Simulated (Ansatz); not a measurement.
## One crystal, many levels of theory: CS2NF5 (P-1)

What gap does each level of theory give for CS2NF5 (P-1), and in what time?

Main program and level: Ansatz 0.2.0; density functionals, hybrids and G0W0, plane waves, PAW.

This is a report of a sequence of runs, with most program output left out.

In doubt: masses and optical values from hybrid runs of this build are listed as unsure (step 10), which bears on the screening that GW takes from such a start.

**1. Starting point**

The cell holds 18 atoms: 2 C, 4 S, 2 N and 10 F. Its edges and angles: a = 4.851 Å, b = 7.407 Å, c = 7.946 Å, α = 97.5°, β = 90.7°, γ = 91.9°. It derives from CS2NF5.

Geometry: measured cell, ions relaxed with PBE. The runs that relaxed it are not among those shown.

The logs state that the PAW files were generated under PBE.

**2. LDA on the 6×4×4 mesh**

This step: DFT, LDA, plane waves, PAW; PAW set soft_1.

The input, input.yaml:

```yaml
crystal:
  lattice:
    - [4.851, 0.0, 0.0]
    - [-0.2429962821, 7.4030130222, 0.0]
    - [-0.0929160701, -1.0366422871, 7.8775412009]
  atoms:
    - { symbol: C, position: [0.3704668563, 0.511281436, 0.7789674265] }
    - { symbol: C, position: [0.6295331437, 0.488718564, 0.2210325735] }
    - { symbol: S, position: [0.5069110792, 0.6743134807, 0.7030080864] }
    - { symbol: S, position: [0.4930889208, 0.3256865193, 0.2969919136] }
    - { symbol: S, position: [0.1123244275, 0.1912861656, 0.7728123248] }
    - { symbol: S, position: [0.8876755725, 0.8087138344, 0.2271876752] }
    - { symbol: "N", position: [0.2695326305, 0.3914099602, 0.8545470961] }
    - { symbol: "N", position: [0.7304673695, 0.6085900398, 0.1454529039] }
    - { symbol: F, position: [0.9498932602, 0.2824875867, 0.6277270521] }
    - { symbol: F, position: [0.0501067398, 0.7175124133, 0.3722729479] }
    - { symbol: F, position: [0.2661306003, 0.0907955868, 0.9117928285] }
    - { symbol: F, position: [0.7338693997, 0.9092044132, 0.0882071715] }
    - { symbol: F, position: [0.9605213198, -0.0004253749, 0.7012299471] }
    - { symbol: F, position: [0.0394786802, 1.0004253749, 0.2987700529] }
    - { symbol: F, position: [0.860244641, 0.2319621255, 0.89906027] }
    - { symbol: F, position: [0.139755359, 0.7680378745, 0.10093973] }
    - { symbol: F, position: [0.3582205304, 0.1401040865, 0.6410071536] }
    - { symbol: F, position: [0.6417794696, 0.8598959135, 0.3589928464] }
kpoints:
  mp_grid: { grid: [6, 4, 4] }
  band_path:
    path:
      - [0.0, 0.0, 0.0]
      - [-0.5, 0.0, 0.0]
      - [0.0, 0.0, -0.5]
      - [0.0, -0.5, 0.0]
      - [0.5, -0.5, 0.5]
      - [0.0, -0.5, 0.5]
      - [0.5, -0.5, 0.0]
      - [-0.5, 0.0, 0.5]
      - [0.0, -0.5, 0.25]
      - [0.1666666667, 0.25, 0.25]
    npoints: 1
hamiltonian:
  xc: lda
  pseudopotentials: { kind: paw, azcp: { folder: soft_1 }, xc_functional: pbe }
scf:
  occupations: { method: fixed }
  n_extra_bands: 10
output:
  eigenvalues: true
  forces: true
  stress: true
```

Launch:

```bash
ansatz run input.yaml --threads 2 --pin off --max-ram 92160MiB --backend cuda --events-out ev --progress --plain --runs-dir out --devices 1 --max-vram 13GiB
```

Elapsed: 26 s, on 1 × NVIDIA H100 80GB HBM3 (shared by 6 runs) with 2 threads of AMD EPYC 7R13 (Zen 3), shared host; peak memory 0.98 GiB.

Numbers from this step:

```yaml
pressure: -4.209 GPa
gap: 2.754 eV
valence_top_at: k = (0.000, -0.500, 0.250)
conduction_bottom_at: k = (0.167, 0.250, 0.250)
least_direct_gap: 2.808 eV
```

Over mesh and listed points the gap is 2.754 eV, from k = (0.000, -0.500, 0.250) to k = (0.167, 0.250, 0.250). The least direct gap found is 2.808 eV, at k = (0.167, 0.250, 0.250). The pressure in this cell is -4 GPa; the cell is kept.

**3. PBEsol on the 6×4×4 mesh**

This step: DFT, PBEsol, plane waves, PAW; PAW set soft_1.

input.yaml, as its differences from that of step 2:

```diff
@@ -40,3 +40,3 @@
 hamiltonian:
-  xc: lda
+  xc: pbesol
   pseudopotentials: { kind: paw, azcp: { folder: soft_1 }, xc_functional: pbe }
```

It took 24 s on 1 × NVIDIA H100 80GB HBM3 (shared by 6 runs) with 2 threads; peak memory 0.98 GiB; 37 s of CPU time.

Numbers from this step:

- pressure: -1.040 GPa
- gap: 2.868 eV
- valence top at: k = (0.000, -0.500, 0.250)
- conduction bottom at: k = (0.167, 0.250, 0.250)
- least direct gap: 2.918 eV

Over mesh and listed points the gap is 2.868 eV, from k = (0.000, -0.500, 0.250) to k = (0.167, 0.250, 0.250). The least direct gap found is 2.918 eV, at k = (0.167, 0.250, 0.250). PBEsol against LDA: 2.868 − 2.754 = +0.114 eV, with the same mesh, files and cutoff, and both edges at the same k points.

**4. PBE on the 6×4×4 mesh**

Levels along a band path and on the mesh show where this functional puts the band edges.

This step: DFT, PBE, plane waves, PAW; PAW set soft_1.

input.yaml, as its differences from that of step 3:

```diff
@@ -28,18 +28,12 @@
     path:
-      - [0.0, 0.0, 0.0]
-      - [-0.5, 0.0, 0.0]
-      - [0.0, 0.0, -0.5]
-      - [0.0, -0.5, 0.0]
-      - [0.5, -0.5, 0.5]
-      - [0.0, -0.5, 0.5]
-      - [0.5, -0.5, 0.0]
-      - [-0.5, 0.0, 0.5]
-      - [0.0, -0.5, 0.25]
-      - [0.1666666667, 0.25, 0.25]
-    npoints: 1
+      - [[0.0, 0.0, 0.0], [-0.5, 0.0, 0.0]]
+      - [[0.0, 0.0, -0.5], [0.0, 0.0, 0.0], [0.0, -0.5, 0.0]]
+      - [[0.5, -0.5, 0.5], [0.0, 0.0, 0.0], [0.0, -0.5, 0.5]]
+      - [[0.5, -0.5, 0.0], [0.0, 0.0, 0.0], [-0.5, 0.0, 0.5]]
+    npoints: 10
 hamiltonian:
-  xc: pbesol
-  pseudopotentials: { kind: paw, azcp: { folder: soft_1 }, xc_functional: pbe }
+  xc: pbe
+  pseudopotentials: { kind: paw, azcp: { folder: soft_1 } }
 scf:
-  occupations: { method: fixed }
+  occupations: { method: fermi_dirac, width: 0.02 }
   n_extra_bands: 10
@@ -49 +43,5 @@
   stress: true
+  write_density: true
+  write_potential: true
+  elf: true
+  volumetric_format: npy
```

Elapsed: 24 s, on 1 × NVIDIA H100 80GB HBM3 (shared by 6 runs) with 2 threads; peak memory 1.3 GiB; 33 s of CPU time.

This step gave:

* pressure: 1.237 GPa
* gap: 2.871 eV
* valence top at: k = (0.000, -0.500, 0.250)
* conduction bottom at: k = (0.167, 0.250, 0.250)
* least direct gap: 2.921 eV

Over mesh and path the gap is 2.871 eV, from k = (0.000, -0.500, 0.250) to k = (0.167, 0.250, 0.250). The least direct gap found is 2.921 eV, at k = (0.167, 0.250, 0.250). PBE against PBEsol: 2.871 − 2.868 = +0.003 eV, with the same mesh, files and cutoff, and both edges at the same k points.

**5. r2SCAN on the 6×4×4 mesh**

r2SCAN is a meta-GGA: it depends on the kinetic-energy density as well as on the density and its gradient.

This step: DFT, r2SCAN, plane waves, PAW; PAW set soft_1.

input.yaml, as its differences from that of step 4:

```diff
@@ -28,12 +28,18 @@
     path:
-      - [[0.0, 0.0, 0.0], [-0.5, 0.0, 0.0]]
-      - [[0.0, 0.0, -0.5], [0.0, 0.0, 0.0], [0.0, -0.5, 0.0]]
-      - [[0.5, -0.5, 0.5], [0.0, 0.0, 0.0], [0.0, -0.5, 0.5]]
-      - [[0.5, -0.5, 0.0], [0.0, 0.0, 0.0], [-0.5, 0.0, 0.5]]
-    npoints: 10
+      - [0.0, 0.0, 0.0]
+      - [-0.5, 0.0, 0.0]
+      - [0.0, 0.0, -0.5]
+      - [0.0, -0.5, 0.0]
+      - [0.5, -0.5, 0.5]
+      - [0.0, -0.5, 0.5]
+      - [0.5, -0.5, 0.0]
+      - [-0.5, 0.0, 0.5]
+      - [0.0, -0.5, 0.25]
+      - [0.1666666667, 0.25, 0.25]
+    npoints: 1
 hamiltonian:
-  xc: pbe
+  xc: r2scan
   pseudopotentials: { kind: paw, azcp: { folder: soft_1 } }
 scf:
-  occupations: { method: fermi_dirac, width: 0.02 }
+  occupations: { method: fixed }
   n_extra_bands: 10
@@ -43,5 +49 @@
   stress: true
-  write_density: true
-  write_potential: true
-  elf: true
-  volumetric_format: npy
```

Wall time 14 s (1 × NVIDIA H100 80GB HBM3 (shared by 6 runs) with 2 threads); peak memory 1.3 GiB.

This step gave:

```yaml
pressure: -2.597 GPa
gap: 3.294 eV
valence_top_at: k = (0.000, -0.500, 0.250)
conduction_bottom_at: k = (0.167, 0.250, 0.250)
least_direct_gap: 3.345 eV
```

Over mesh and listed points the gap is 3.294 eV, from k = (0.000, -0.500, 0.250) to k = (0.167, 0.250, 0.250). The least direct gap found is 3.345 eV, at k = (0.167, 0.250, 0.250). r2SCAN against PBE: 3.294 − 2.871 = +0.423 eV. The runs also differ in plane-wave cutoff (420 eV and 500 eV), so how much of this comes from the functional alone is not known.

**6. HSE06 on the 4×2×2 mesh**

HSE06 mixes in a quarter of exact exchange at short range.

This step: DFT, HSE06, plane waves, PAW; PAW set soft_1.

input.yaml, as its differences from that of step 5:

```diff
@@ -25,3 +25,3 @@
 kpoints:
-  mp_grid: { grid: [6, 4, 4] }
+  mp_grid: { grid: [4, 2, 2] }
   band_path:
@@ -40,3 +40,3 @@
 hamiltonian:
-  xc: r2scan
+  xc: hse06
   pseudopotentials: { kind: paw, azcp: { folder: soft_1 } }
@@ -47,3 +47 @@
   eigenvalues: true
-  forces: true
-  stress: true
```

The job ended after 64 s (1 × NVIDIA H100 80GB HBM3 (shared by 6 runs) with 2 threads; peak memory 1.5 GiB; 93 s of CPU time).

This step gave:

```yaml
gap: 4.209 eV
valence_top_at: k = (0.000, -0.500, 0.250)
conduction_bottom_at: k = (0.167, 0.250, 0.250)
least_direct_gap: 4.263 eV
exact_exchange_fraction: 0.25
```

Over mesh and listed points the gap is 4.209 eV, from k = (0.000, -0.500, 0.250) to k = (0.167, 0.250, 0.250). The least direct gap found is 4.263 eV, at k = (0.167, 0.250, 0.250). On the 4×2×2 mesh alone the same run gives 4.268 eV, so that mesh misses an edge of HSE06: 4.268 − 4.209 = +0.059 eV. HSE06 against PBE: 4.209 − 2.871 = +1.338 eV. The runs also differ in mesh (6×4×4 and 4×2×2), so how much of this comes from the functional alone is not known.

**7. PBE0 on the 4×2×2 mesh**

PBE0 mixes in a quarter of exact exchange at all distances.

This step: DFT, PBE0, plane waves, PAW; PAW set soft_1.

input.yaml, as its differences from that of step 6:

```diff
@@ -40,3 +40,3 @@
 hamiltonian:
-  xc: hse06
+  xc: pbe0
   pseudopotentials: { kind: paw, azcp: { folder: soft_1 } }
```

It took 65 s on 1 × NVIDIA H100 80GB HBM3 (shared by 6 runs) with 2 threads; peak memory 1.6 GiB.

This step gave:

- gap: 4.971 eV
- valence top at: k = (0.000, -0.500, 0.250)
- conduction bottom at: k = (0.167, 0.250, 0.250)
- least direct gap: 5.027 eV
- exact-exchange fraction: 0.25

Over mesh and listed points the gap is 4.971 eV, from k = (0.000, -0.500, 0.250) to k = (0.167, 0.250, 0.250). The least direct gap found is 5.027 eV, at k = (0.167, 0.250, 0.250). On the 4×2×2 mesh alone the same run gives 5.034 eV, so that mesh misses an edge of PBE0: 5.034 − 4.971 = +0.063 eV. PBE0 against HSE06: 4.971 − 4.209 = +0.762 eV, with the same mesh, files and cutoff, and both edges at the same k points.

**8. DDH-PBE0 on the 4×2×2 mesh**

The input asks for a share of exact exchange of one over the crystal's ε∞, which the program works out first.

This step: DFT, dielectric-dependent PBE0 (fraction 1/eps_inf of PBE), plane waves, PAW; PAW set soft_1.

input.yaml, as its differences from that of step 7:

```diff
@@ -24,2 +24,3 @@
     - { symbol: F, position: [0.6417794696, 0.8598959135, 0.3589928464] }
+  host: atoms
 kpoints:
@@ -40,3 +41,6 @@
 hamiltonian:
-  xc: pbe0
+  xc:
+    exchange: pbe
+    correlation: pbe
+    exx: { coeff: inverse_dielectric }
   pseudopotentials: { kind: paw, azcp: { folder: soft_1 } }
@@ -47 +51,5 @@
   eigenvalues: true
+  write_density: true
+  write_potential: true
+  elf: true
+  volumetric_format: npy
```

Elapsed: 1.7 min, on 1 × NVIDIA H100 80GB HBM3 (shared by 6 runs) with 2 threads; peak memory 2.3 GiB; 2.1 min of CPU time.

This step gave:

| Property | Result |
| --- | --- |
| gap | 6.518 eV |
| valence top at | k = (0.000, -0.500, 0.250) |
| conduction bottom at | k = (0.167, 0.250, 0.250) |
| least direct gap | 6.576 eV |
| exact-exchange fraction | 0.4297 |

Over mesh and listed points the gap is 6.518 eV, from k = (0.000, -0.500, 0.250) to k = (0.167, 0.250, 0.250). The least direct gap found is 6.576 eV, at k = (0.167, 0.250, 0.250). On the 4×2×2 mesh alone the same run gives 6.590 eV, so that mesh misses an edge of DDH-PBE0: 6.590 − 6.518 = +0.072 eV. DDH-PBE0 against PBE0: 6.518 − 4.971 = +1.547 eV, with the same mesh, files and cutoff, and both edges at the same k points.

**9. G0W0@PBE, 4×2×2 mesh, 1064 empty bands, screening to 140 eV, PAW set soft_1 files**

G0W0 replaces the xc potential by a self-energy built once from the orbitals of the start. Levels are corrected in the window of bands that the input names, at points of the mesh.

This step: G0W0 on PBE, plane waves, PAW; PAW set soft_1.

input.yaml, as its differences from that of step 8:

```diff
@@ -24,23 +24,6 @@
     - { symbol: F, position: [0.6417794696, 0.8598959135, 0.3589928464] }
-  host: atoms
 kpoints:
   mp_grid: { grid: [4, 2, 2] }
-  band_path:
-    path:
-      - [0.0, 0.0, 0.0]
-      - [-0.5, 0.0, 0.0]
-      - [0.0, 0.0, -0.5]
-      - [0.0, -0.5, 0.0]
-      - [0.5, -0.5, 0.5]
-      - [0.0, -0.5, 0.5]
-      - [0.5, -0.5, 0.0]
-      - [-0.5, 0.0, 0.5]
-      - [0.0, -0.5, 0.25]
-      - [0.1666666667, 0.25, 0.25]
-    npoints: 1
 hamiltonian:
-  xc:
-    exchange: pbe
-    correlation: pbe
-    exx: { coeff: inverse_dielectric }
+  xc: pbe
   pseudopotentials: { kind: paw, azcp: { folder: soft_1 } }
@@ -48,8 +31,7 @@
   occupations: { method: fixed }
-  n_extra_bands: 10
-output:
-  eigenvalues: true
-  write_density: true
-  write_potential: true
-  elf: true
-  volumetric_format: npy
+gw:
+  n_empty_bands: 1064
+  ecut_chi: 140.0
+  qp_bands: [v4, c4]
+  qp_kpoints: band_edges
+  screening: { model: contour_deformation }
```

Elapsed: 1.8 min, on 1 × NVIDIA H100 80GB HBM3 (shared by 6 runs) with 2 threads; peak memory 4.2 GiB.

This step gave:

```yaml
bands_summed: 1120
rpa_eps_infinity_on_this_mesh_eigenvalues: 1.895, 1.955, 2.810
plane_waves_in_the_screening_matrix: 1057
g0w0_gap_over_the_corrected_points: 6.654 eV
k_of_the_valence_top: 0, -0.5, 0
k_of_the_conduction_bottom: 0, -0.5, -0.5
starting_gap_on_the_mesh: 2.921 eV
z_at_the_valence_top: 0.7943
z_at_the_conduction_bottom: 0.8100
least_direct_g0w0_gap_over_the_corrected_points: 6.666 eV
```

Over all 12 irreducible mesh points the G0W0 gap is 6.654 eV, from k = (0.000, -0.500, 0.000) to k = (0.000, -0.500, -0.500). The PBE gap of this run on the mesh is 2.921 eV. The two states that bound the G0W0 gap lie that far apart at the start, so the correction of the gap is 6.654 − 2.921 = +3.733 eV.

**10. G0W0@HSE06, 4×2×2 mesh, 1064 empty bands, screening to 140 eV, PAW set soft_1 files**

This step: G0W0 on HSE06, plane waves, PAW; PAW set soft_1.

input.yaml, as its differences from that of step 9:

```diff
@@ -27,3 +27,3 @@
 hamiltonian:
-  xc: pbe
+  xc: hse06
   pseudopotentials: { kind: paw, azcp: { folder: soft_1 } }
```

Elapsed: 5.6 min, on 1 × NVIDIA H100 80GB HBM3 (shared by 6 runs) with 2 threads; peak memory 4.7 GiB; 7.5 min of CPU time.

This step gave:

```
bands summed                                    : 1120
RPA ε∞ on this mesh (eigenvalues)               : 1.770, 1.815, 2.496
plane waves in the screening matrix             : 1057
G0W0 gap over the corrected points              : 7.242 eV
k of the valence top                            : 0, -0.5, 0
k of the conduction bottom                      : 0, -0.5, -0.5
starting gap on the mesh                        : 4.268 eV
Z at the valence top                            : 0.8279
Z at the conduction bottom                      : 0.8416
least direct G0W0 gap over the corrected points : 7.258 eV
```

Over all 12 irreducible mesh points the G0W0 gap is 7.242 eV, from k = (0.000, -0.500, 0.000) to k = (0.000, -0.500, -0.500). The HSE06 gap of this run on the mesh is 4.268 eV. The two states that bound the G0W0 gap lie that far apart at the start, so the correction of the gap is 7.242 − 4.268 = +2.974 eV. G0W0@HSE06 against G0W0@PBE with 1120 bands: 7.242 − 6.654 = +0.588 eV, with the same mesh, files and cutoffs, and both edges at the same k points.

**11. G0W0@PBEsol, 4×2×2 mesh, 1064 empty bands, screening to 140 eV, PAW set soft_1 files**

This step: G0W0 on PBEsol, plane waves, PAW; PAW set soft_1.

input.yaml, as its differences from that of step 10:

```diff
@@ -27,4 +27,4 @@
 hamiltonian:
-  xc: hse06
-  pseudopotentials: { kind: paw, azcp: { folder: soft_1 } }
+  xc: pbesol
+  pseudopotentials: { kind: paw, azcp: { folder: soft_1 }, xc_functional: pbe }
 scf:
```

It took 87 s on 1 × NVIDIA H100 80GB HBM3 (shared by 6 runs) with 2 threads; peak memory 4.2 GiB.

This step gave:

- bands summed: 1120
- RPA ε∞ on this mesh (eigenvalues): 1.903, 1.967, 2.824
- plane waves in the screening matrix: 1057
- G0W0 gap over the corrected points: 6.628 eV
- k of the valence top: 0, -0.5, 0
- k of the conduction bottom: 0, -0.5, -0.5
- starting gap on the mesh: 2.920 eV
- Z at the valence top: 0.7940
- Z at the conduction bottom: 0.8095
- least direct G0W0 gap over the corrected points: 6.641 eV

Over all 12 irreducible mesh points the G0W0 gap is 6.628 eV, from k = (0.000, -0.500, 0.000) to k = (0.000, -0.500, -0.500). The PBEsol gap of this run on the mesh is 2.920 eV. The two states that bound the G0W0 gap lie that far apart at the start, so the correction of the gap is 6.628 − 2.920 = +3.708 eV. G0W0@PBEsol against G0W0@HSE06 with 1120 bands: 6.628 − 7.242 = −0.614 eV, with the same mesh, files and cutoffs, and both edges at the same k points.

(Part 1 of 2 ends here.)

[Paths, hosts, dates, memory and timing lines, banners, echoed tables and standing remarks are left out of the program output.]

[Logs are printed without paths, hosts, clocks, repeated set-up lines and the standing remarks that a program may print on its own settings, such as how far it seeks lower states.]

[Runs of the session that timed out or met a known fault of the program may be left out.]

[Cells called generated may have been cut or substituted from an entry of the Crystallography Open Database or the Materials Project.]

[Hosts, paths, dates, database ids (printed as entryN), source tags and the programs' standing remarks are cut or masked in the printed files.]

[Where an RPA ε∞ is given, it is that of the G0W0 mesh and is not shown converged in it. Names of k-points follow the symmetry that the program found, which can be lower than the space group named. Band edges on a path are those of the sampled points; other points can move an edge, and change direct to indirect where valleys lie close.]

[Hybrid gaps are those of their k-mesh and are not shown converged in it.]
